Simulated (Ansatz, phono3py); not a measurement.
# Scattering channels in Ac2O3 (P-3m1), one at a time, part 4 of 5

Aim: with force constants in hand, see how mesh, solver, isotopes and boundaries change the conductivity of Ac2O3.

Ansatz 0.2.0 and phono3py 4.10.0; DFT LDA, scalar-relativistic, plane waves, PAW (the session's first sound run).

So far, κ at 300 K (W/m/K): step 3 (relaxation-time solution) 2.01; step 11 (q-mesh of the transport sums 21×21×11) 2.06; step 13 (boundary mean free path 0.3 micrometre) 1.90; step 14 (boundary mean free path 10 micrometre) 2.00; step 15 (solver RTA with coherences (SMM19)) 2.21.

The database entry behind the starting cell is an old determination (1949), so it need not match the best structure at ambient conditions.

## Step 16: Gaussian smearing, third order supercell 3×3×2, supercell 3×3×2

Level of this step: DFT LDA, scalar-relativistic, plane waves, PAW; phono3py on Ansatz's force constants (phono3py).

A Gaussian replaces the tetrahedron method for energy conservation; its width must match the mesh.

Input file phono3py.yaml:

```yaml
phono3py:
  version: "4.10.0"
  frequency_unit_conversion_factor: 15.633302
  symmetry_tolerance: 1.00000e-05

physical_unit:
  atomic_mass: "AMU"
  length: "angstrom"

space_group:
  type: "P-3m1"
  number: 164
  Hall_symbol: "-P 3 2\""

primitive_matrix:
- [  1.000000000000000,  0.000000000000000,  0.000000000000000 ]
- [  0.000000000000000,  1.000000000000000,  0.000000000000000 ]
- [  0.000000000000000,  0.000000000000000,  1.000000000000000 ]

supercell_matrix:
- [   3,   0,   0 ]
- [   0,   3,   0 ]
- [   0,   0,   2 ]

# [primitive_cell block left out]
unit_cell:
  lattice:
  - [     4.072737246495332,     0.000000000028868,     0.000000000000000 ] # a
  - [    -2.036368623272666,     3.527093918389609,     0.000000000000000 ] # b
  - [     0.000000000000000,     0.000000000000000,     6.322489122600000 ] # c
  points:
  - symbol: Ac # 1
    coordinates: [  0.333333333333333,  0.666666666666667,  0.246946673400000 ]
    mass: 227.027750
    reduced_to: 1
  - symbol: Ac # 2
    coordinates: [  0.666666666666667,  0.333333333333333,  0.753053326600000 ]
    mass: 227.027750
    reduced_to: 2
  - symbol: O # 3
    coordinates: [  0.000000000000000,  0.000000000000000,  0.000000000000000 ]
    mass: 15.999000
    reduced_to: 3
  - symbol: O # 4
    coordinates: [  0.333333333333333,  0.666666666666667,  0.642573608000000 ]
    mass: 15.999000
    reduced_to: 4
  - symbol: O # 5
    coordinates: [  0.666666666666667,  0.333333333333333,  0.357426392000000 ]
    mass: 15.999000
    reduced_to: 5

# [supercell block left out]
phonon_supercell_matrix:
- [   3,   0,   0 ]
- [   0,   3,   0 ]
- [   0,   0,   2 ]

# [phonon_primitive_cell block left out]
# [phonon_supercell block left out]
nac:
  born_effective_charge:
  - # 1 (Ac)
    - [  4.055206627906323,  0.000000000000000,  0.000000000000000 ]
    - [  0.000000000000000,  4.055206627906322,  0.000000000000000 ]
    - [  0.000000000000000,  0.000000000000000,  3.848764977161227 ]
  - # 2 (Ac)
    - [  4.055206627906323,  0.000000000000000,  0.000000000000000 ]
    - [  0.000000000000000,  4.055206627906322,  0.000000000000000 ]
    - [  0.000000000000000,  0.000000000000000,  3.848764977161227 ]
  - # 3 (O)
    - [ -2.689163683064379,  0.000000000000000,  0.000000000000000 ]
    - [  0.000000000000000, -2.689163683064379,  0.000000000000000 ]
    - [  0.000000000000000,  0.000000000000000, -2.513510292300452 ]
  - # 4 (O)
    - [ -2.710624786374133,  0.000000000000000,  0.000000000000000 ]
    - [  0.000000000000000, -2.710624786374133,  0.000000000000000 ]
    - [  0.000000000000000,  0.000000000000000, -2.592009831011001 ]
  - # 5 (O)
    - [ -2.710624786374134,  0.000000000000000,  0.000000000000000 ]
    - [  0.000000000000000, -2.710624786374133,  0.000000000000000 ]
    - [  0.000000000000000,  0.000000000000000, -2.592009831011001 ]
  dielectric_constant:
    - [  4.521006771497703,  0.000000000000000,  0.000000000000000 ]
    - [  0.000000000000000,  4.521006771497703,  0.000000000000000 ]
    - [  0.000000000000000,  0.000000000000000,  4.615100166809227 ]
  unit_conversion_factor: 14.399645
```

Command:

```sh
$ phono3py phono3py.yaml --mesh 15 15 9 --br --isotope --mv 0 0 3.359e-05 3.359e-05 3.359e-05 --sigma 0.01 --ts 100 300 600
```

The program printed:

```text
[banner, memory and clock lines left out]
Rust backend (phonors) using rayon (8 threads).
Running in phono3py.load mode.
Spglib version 2.8.0
----------------------------- General settings -----------------------------
Run mode: conductivity-RTA
HDF5 data compression filter: gzip
Crystal structure was read from "phono3py.yaml".
Supercell (dim): [3 3 2]
Phonon supercell (dim-fc2): [3 3 2]
Primitive matrix:
  [1. 0. 0.]
  [0. 1. 0.]
  [0. 0. 1.]
Spacegroup: P-3m1 (164)
Use -v option to watch primitive cell, unit cell, and supercell structures.
NAC parameters were read from "phono3py.yaml".
fc3 was read from "fc3.hdf5".
fc2 was read from "fc2.hdf5".
----------------------------- Force constants ------------------------------
Max drift of fc3: 0.00030000 (xyx) 0.00030000 (xyx) 0.00030000 (xxy)
Max drift of fc2: 0.00100000 (zz) 0.00100000 (zz)
--------------------------- Calculation settings ---------------------------
Non-analytical term correction (NAC): True
NAC unit conversion factor:  14.39964
BZ integration: Smearing=0.01
Temperature:  100.0  300.0  600.0
Cutoff frequency: 0.01
Mesh sampling: [ 15 15 9 ]
Generating grid system ... [ 15 15 9 ]
fc3-r2q-transformation over three atoms: True
========================== Warning ==========================
 Phonon frequency of band index 3 at Gamma is calculated to be 0.040077.
 But this frequency is forced to be zero.
--------------------------- Phonon calculations ----------------------------
  PRB 50, 13035(R) (1994), PRB 55, 10355 (1997)
  G-cutoff distance: 0.92, Number of G-points: 299, Lambda: 0.21
Running harmonic phonon calculations...
-------------------- Lattice thermal conductivity (RTA) --------------------
Running heat capacity calculations...
Running velocity calculations...
Running isotope scattering calculations sigma=0.01...
======================= Grid point 0 (1/211) =======================
q-point: ( 0.00  0.00  0.00)
Boundary mean free path (millimeter): 1000.000
Mass variance parameters: 0.00e+00 0.00e+00 3.36e-05 3.36e-05 3.36e-05
Number of triplets: 211
Frequency     group velocity (x, y, z)     |gv|
  -0.023   (   0.000    0.000    0.000)    0.000
  -0.018   (   0.000    0.000    0.000)    0.000
   0.040   (   0.000    0.000    0.000)    0.000
   2.329   (   0.000    0.000    0.000)    0.000
   2.329   (   0.000    0.000    0.000)    0.000
   4.441   (   0.000    0.000    0.000)    0.000
   4.519   (   0.000    0.000    0.000)    0.000
   4.519   (   0.000    0.000    0.000)    0.000
   5.033   (   0.000    0.000    0.000)    0.000
  10.183   (   0.000    0.000    0.000)    0.000
  10.183   (   0.000    0.000    0.000)    0.000
  10.894   (   0.000    0.000    0.000)    0.000
  11.116   (   0.000    0.000    0.000)    0.000
  11.116   (   0.000    0.000    0.000)    0.000
  12.322   (   0.000    0.000    0.000)    0.000
======================= Grid point 1 (2/211) =======================
q-point: ( 0.07  0.00  0.00)
Boundary mean free path (millimeter): 1000.000
Mass variance parameters: 0.00e+00 0.00e+00 3.36e-05 3.36e-05 3.36e-05
Number of triplets: 544
Frequency     group velocity (x, y, z)     |gv|
   0.321   (  14.822    8.558  -14.779)   22.613
[...]
[208 grid points left out]
======================= Grid point 1046 (211/211) =======================
q-point: ( 0.33  0.33  0.44)
Boundary mean free path (millimeter): 1000.000
Mass variance parameters: 0.00e+00 0.00e+00 3.36e-05 3.36e-05 3.36e-05
Number of triplets: 347
Frequency     group velocity (x, y, z)     |gv|
[...]
5.839   (   6.807   -0.481    0.460)    6.840
   6.671   (  -0.000    0.000    0.523)    0.523
   8.672   (   0.005   -0.001   -0.111)    0.111
   8.753   (  -3.117   -6.241   -0.610)    7.003
   8.753   (   3.118    6.241   -0.614)    7.004
  11.501   (   0.002    0.000   -0.073)    0.073
  13.943   ( -14.060    2.398    1.089)   14.304
  13.943   (  14.059   -2.397    1.089)   14.304
=================== End of collection of collisions ===================
----------- Thermal conductivity (W/m-k) for sigma=0.01 -----------
#  T(K)        xx         yy         zz         yz         xz         xy
  100.0       6.028      6.028      5.001      0.000      0.000     -0.000
  300.0       2.196      2.196      1.647      0.000      0.000     -0.000
  600.0       1.124      1.124      0.830      0.000      0.000     -0.000

Thermal conductivity related properties and sigma 0.01
were written into "kappa-m15159-s0.01.hdf5".
Summary of calculation was written in "phono3py.yaml".
```

It took 57 s on 8 threads of Arm Neoverse V2, shared host; peak memory 0.12 GiB; 7.4 min of CPU time.

Numbers from this step:

| Quantity | Value |
| --- | --- |
| κ at 300 K | 2.013 W/m/K |
| κ xx, yy, zz at 300 K | 2.196, 2.196, 1.647 W/m/K |

W/m/K. Kappa, by row:

```tsv
T (K)	xx	yy	zz	yz	xz	xy
100	6.028	6.028	5.001	0	0	0
300	2.196	2.196	1.647	0	0	0
600	1.124	1.124	0.8304	0	0	0
```

With a width of 0.01 THz κ at 300 K is 2.01 W/(m K), +0.3 % from the tetrahedron value.

## Step 17: Gaussian smearing, third order supercell 3×3×2, supercell 3×3×2 (run 2)

A Gaussian replaces the tetrahedron method for energy conservation; its width must match the mesh.

phono3py.yaml is that of step 16.

Command:

```sh
$ phono3py phono3py.yaml --mesh 15 15 9 --br --isotope --mv 0 0 3.359e-05 3.359e-05 3.359e-05 --sigma 0.03 --ts 100 300 600
```

The program printed:

```text
[banner, memory and clock lines left out]
Rust backend (phonors) using rayon (8 threads).
Running in phono3py.load mode.
Spglib version 2.8.0
----------------------------- General settings -----------------------------
Run mode: conductivity-RTA
HDF5 data compression filter: gzip
Crystal structure was read from "phono3py.yaml".
Supercell (dim): [3 3 2]
Phonon supercell (dim-fc2): [3 3 2]
Primitive matrix:
  [1. 0. 0.]
  [0. 1. 0.]
  [0. 0. 1.]
Spacegroup: P-3m1 (164)
Use -v option to watch primitive cell, unit cell, and supercell structures.
[...]
13.943   ( -14.060    2.398    1.089)   14.304
  13.943   (  14.059   -2.397    1.089)   14.304
=================== End of collection of collisions ===================
----------- Thermal conductivity (W/m-k) for sigma=0.03 -----------
#  T(K)        xx         yy         zz         yz         xz         xy
  100.0       5.981      5.981      4.932      0.000      0.000     -0.000
  300.0       2.187      2.187      1.633      0.000      0.000     -0.000
  600.0       1.120      1.120      0.824      0.000      0.000     -0.000

Thermal conductivity related properties and sigma 0.03
were written into "kappa-m15159-s0.03.hdf5".
Summary of calculation was written in "phono3py.yaml".
```

Wall time 55 s (8 threads); peak memory 0.12 GiB; 7.2 min of CPU time.

Numbers from this step:

```
κ at 300 K            : 2.003 W/m/K
κ xx, yy, zz at 300 K : 2.187, 2.187, 1.633 W/m/K
```

W/m/K. Kappa, by row:

```tsv
T (K)	xx	yy	zz	yz	xz	xy
100	5.981	5.981	4.932	0	0	0
300	2.187	2.187	1.633	0	0	0
600	1.12	1.12	0.8239	0	0	0
```

With a width of 0.03 THz κ at 300 K is 2.00 W/(m K), -0.2 % from the tetrahedron value.

## Step 18: Two-phonon phase space, third order supercell 3×3×2, supercell 3×3×2

The two-phonon density of states counts the channels open to a mode, without matrix elements.

phono3py.yaml is that of step 17.

Command:

```sh
$ phono3py phono3py.yaml --mesh 21 21 11 --jdos --gp 0 --num-freq-points 80
```

The program printed:

```text
[banner, memory and clock lines left out]
Rust backend (phonors) using rayon (8 threads).
Running in phono3py.load mode.
Spglib version 2.8.0
----------------------------- General settings -----------------------------
Run mode: jdos
HDF5 data compression filter: gzip
Crystal structure was read from "phono3py.yaml".
Supercell (dim): [3 3 2]
Phonon supercell (dim-fc2): [3 3 2]
Primitive matrix:
  [1. 0. 0.]
  [0. 1. 0.]
  [0. 0. 1.]
Spacegroup: P-3m1 (164)
Use -v option to watch primitive cell, unit cell, and supercell structures.
NAC parameters were read from "phono3py.yaml".
fc3 was read from "fc3.hdf5".
fc2 was read from "fc2.hdf5".
----------------------------- Force constants ------------------------------
Max drift of fc3: 0.00030000 (xyx) 0.00030000 (xyx) 0.00030000 (xxy)
Max drift of fc2: 0.00100000 (zz) 0.00100000 (zz)
--------------------------- Calculation settings ---------------------------
Non-analytical term correction (NAC): True
NAC unit conversion factor:  14.39964
BZ integration: Tetrahedron-method
Cutoff frequency: 0.01
Number of frequency sampling points: 80
Mesh sampling: [ 21 21 11 ]
Generating grid system ... [ 21 21 11 ]
  PRB 50, 13035(R) (1994), PRB 55, 10355 (1997)
  G-cutoff distance: 0.92, Number of G-points: 299, Lambda: 0.21
--------------------------------- Joint DOS ---------------------------------
Running harmonic phonon calculations...
======================= Grid point 0 (1/1) =======================
q-point: ( 0.00  0.00  0.00)
Number of triplets: 473
Frequency
  -0.023
  -0.018
   0.040
   2.329
   2.329
   4.441
   4.519
   4.519
   5.033
  10.183
  10.183
  10.894
  11.116
  11.116
  12.322
Tetrahedron method is used.
Calculations at 80 frequency points are divided into 8 batches.
1/8: [ 1  2  3  4  5  6  7  8  9 10]
2/8: [11 12 13 14 15 16 17 18 19 20]
3/8: [21 22 23 24 25 26 27 28 29 30]
4/8: [31 32 33 34 35 36 37 38 39 40]
5/8: [41 42 43 44 45 46 47 48 49 50]
6/8: [51 52 53 54 55 56 57 58 59 60]
7/8: [61 62 63 64 65 66 67 68 69 70]
8/8: [71 72 73 74 75 76 77 78 79 80]
JDOS is written into "jdos-m212111-g0.dat".
```

Elapsed: 0.77 s, on 8 threads; peak memory 0.17 GiB.

The joint density of states at Gamma has structure finer than the step of the table below, so its rows give means over 1 THz, whole bins alone (the curve runs from 0 to 30.4 THz). Peaks (THz: height): absorption class 0.8: 32.7, 3.5: 28.7, 5.8: 20.1, 7.7: 17.4; decay class 8.1: 14.1, 11.5: 17.2, 15.0: 16.8, 17.3: 12.8, 20.4: 9.20, 22.3: 6.66, 28.1: 6.51.

Joint density of states at Gamma against frequency; means over each step:

```tsv
frequency (THz)	absorption class (1/THz)	decay class (1/THz)
1	27.3	0.120
2	23.6	0.601
3	24.1	3.04
4	22.0	7.01
5	17.5	9.24
6	16.1	10.1
7	15.1	12.0
8	15.4	12.9
9	11.8	9.46
10	9.43	9.26
11	6.46	15.0
12	7.40	15.9
13	3.12	13.0
14	0.481	12.8
15	0.0235	15.8
16	0	13.8
17	0	11.3
18	0	10.4
19	0	7.70
20	0	8.78
21	0	5.36
22	0	3.56
23	0	5.70
24	0	4.05
25	0	3.08
26	0	1.95
27	0	0.839
28	0	2.98
29	0	0.629
```

## Step 19: Without the dipole term, third order supercell 3×3×2, supercell 3×3×2

Dropping the dipole term tests how much its part of the interpolation matters for κ.

phono3py.yaml is that of step 18.

Command:

```sh
$ phono3py phono3py.yaml --mesh 15 15 9 --br --isotope --mv 0 0 3.359e-05 3.359e-05 3.359e-05 --nonac --ts 100 300 600
```

The program printed:

```text
Rust backend (phonors) using rayon (8 threads).
Running in phono3py.load mode.
Spglib version 2.8.0
----------------------------- General settings -----------------------------
Run mode: conductivity-RTA
HDF5 data compression filter: gzip
Crystal structure was read from "phono3py.yaml".
Supercell (dim): [3 3 2]
Phonon supercell (dim-fc2): [3 3 2]
Primitive matrix:
  [1. 0. 0.]
  [0. 1. 0.]
  [0. 0. 1.]
Spacegroup: P-3m1 (164)
Use -v option to watch primitive cell, unit cell, and supercell structures.
fc3 was read from "fc3.hdf5".
fc2 was read from "fc2.hdf5".
----------------------------- Force constants ------------------------------
Max drift of fc3: 0.00030000 (xyx) 0.00030000 (xyx) 0.00030000 (xxy)
Max drift of fc2: 0.00100000 (zz) 0.00100000 (zz)
--------------------------- Calculation settings ---------------------------
BZ integration: Tetrahedron-method
Temperature:  100.0  300.0  600.0
Cutoff frequency: 0.01
Mesh sampling: [ 15 15 9 ]
Generating grid system ... [ 15 15 9 ]
fc3-r2q-transformation over three atoms: True
========================== Warning ==========================
 Phonon frequency of band index 3 at Gamma is calculated to be 0.040077.
 But this frequency is forced to be zero.
=============================================================
--------------------------- Phonon calculations ----------------------------
Running harmonic phonon calculations...
-------------------- Lattice thermal conductivity (RTA) --------------------
Running heat capacity calculations...
Running velocity calculations...
Running isotope scattering calculations with tetrahedron method...
======================= Grid point 0 (1/211) =======================
q-point: ( 0.00  0.00  0.00)
Boundary mean free path (millimeter): 1000.000
Mass variance parameters: 0.00e+00 0.00e+00 3.36e-05 3.36e-05 3.36e-05
Number of triplets: 211
Frequency     group velocity (x, y, z)     |gv|
  -0.023   (   0.000    0.000    0.000)    0.000
  -0.018   (   0.000    0.000    0.000)    0.000
   0.040   (   0.000    0.000    0.000)    0.000
   2.329   (   0.000    0.000    0.000)    0.000
   2.329   (   0.000    0.000    0.000)    0.000
   4.441   (   0.000    0.000    0.000)    0.000
   4.519   (   0.000    0.000    0.000)    0.000
   4.519   (   0.000    0.000    0.000)    0.000
   5.033   (   0.000    0.000    0.000)    0.000
  10.183   (   0.000    0.000    0.000)    0.000
  10.183   (   0.000    0.000    0.000)    0.000
  10.894   (   0.000    0.000    0.000)    0.000
  11.116   (   0.000    0.000    0.000)    0.000
  11.116   (   0.000    0.000    0.000)    0.000
  12.322   (   0.000    0.000    0.000)    0.000
======================= Grid point 1 (2/211) =======================
q-point: ( 0.07  0.00  0.00)
Boundary mean free path (millimeter): 1000.000
Mass variance parameters: 0.00e+00 0.00e+00 3.36e-05 3.36e-05 3.36e-05
Number of triplets: 544
Frequency     group velocity (x, y, z)     |gv|
   0.365   (  16.472    9.510  -10.936)   21.940
[...]
[208 grid points left out]
======================= Grid point 1046 (211/211) =======================
q-point: ( 0.33  0.33  0.44)
Boundary mean free path (millimeter): 1000.000
Mass variance parameters: 0.00e+00 0.00e+00 3.36e-05 3.36e-05 3.36e-05
Number of triplets: 347
Frequency     group velocity (x, y, z)     |gv|
[...]
5.838   (   6.209   -1.347    0.541)    6.377
   6.671   (  -0.001    0.001    0.538)    0.538
   8.672   (   0.003   -0.001   -0.131)    0.131
   8.753   (  -3.248   -6.503   -0.708)    7.303
   8.753   (   3.252    6.504   -0.712)    7.306
  11.501   (   0.002    0.000   -0.070)    0.070
  13.943   ( -15.574    2.760    1.125)   15.857
  13.943   (  15.573   -2.760    1.125)   15.856
=================== End of collection of collisions ===================
----------- Thermal conductivity (W/m-k) with tetrahedron method -----------
#  T(K)        xx         yy         zz         yz         xz         xy
  100.0       5.310      5.310      4.433     -0.000     -0.000     -0.000
  300.0       2.107      2.107      1.702     -0.000     -0.000     -0.000
  600.0       1.101      1.101      0.880     -0.000     -0.000     -0.000

Thermal conductivity related properties were written into
"kappa-m15159.hdf5".
Summary of calculation was written in "phono3py.yaml".
```

Elapsed: 58 s, on 8 threads; peak memory 0.12 GiB.

Numbers from this step:

- κ at 300 K: 1.972 W/m/K
- κ xx, yy, zz at 300 K: 2.107, 2.107, 1.702 W/m/K

W/m/K. Kappa, by row:

```tsv
T (K)	xx	yy	zz	yz	xz	xy
100	5.31	5.31	4.433	0	0	0
300	2.107	2.107	1.702	0	0	0
600	1.101	1.101	0.8796	0	0	0
```

κ at 300 K goes from 2.01 to 1.97 W/(m K). Only the interpolation between the solved wavevectors changes, and the fewer these are, the more it matters.

(Continued in part 5 of 5.)

[Logs are printed without paths, hosts, clocks, repeated set-up lines and the standing remarks that a program may print on its own settings, such as how far it seeks lower states.]

[Hosts, paths, dates, database ids (printed as entryN), source tags and the programs' standing remarks are cut or masked in the printed files.]

[A step with changed settings may run another functional than the one named; its input shows which.]
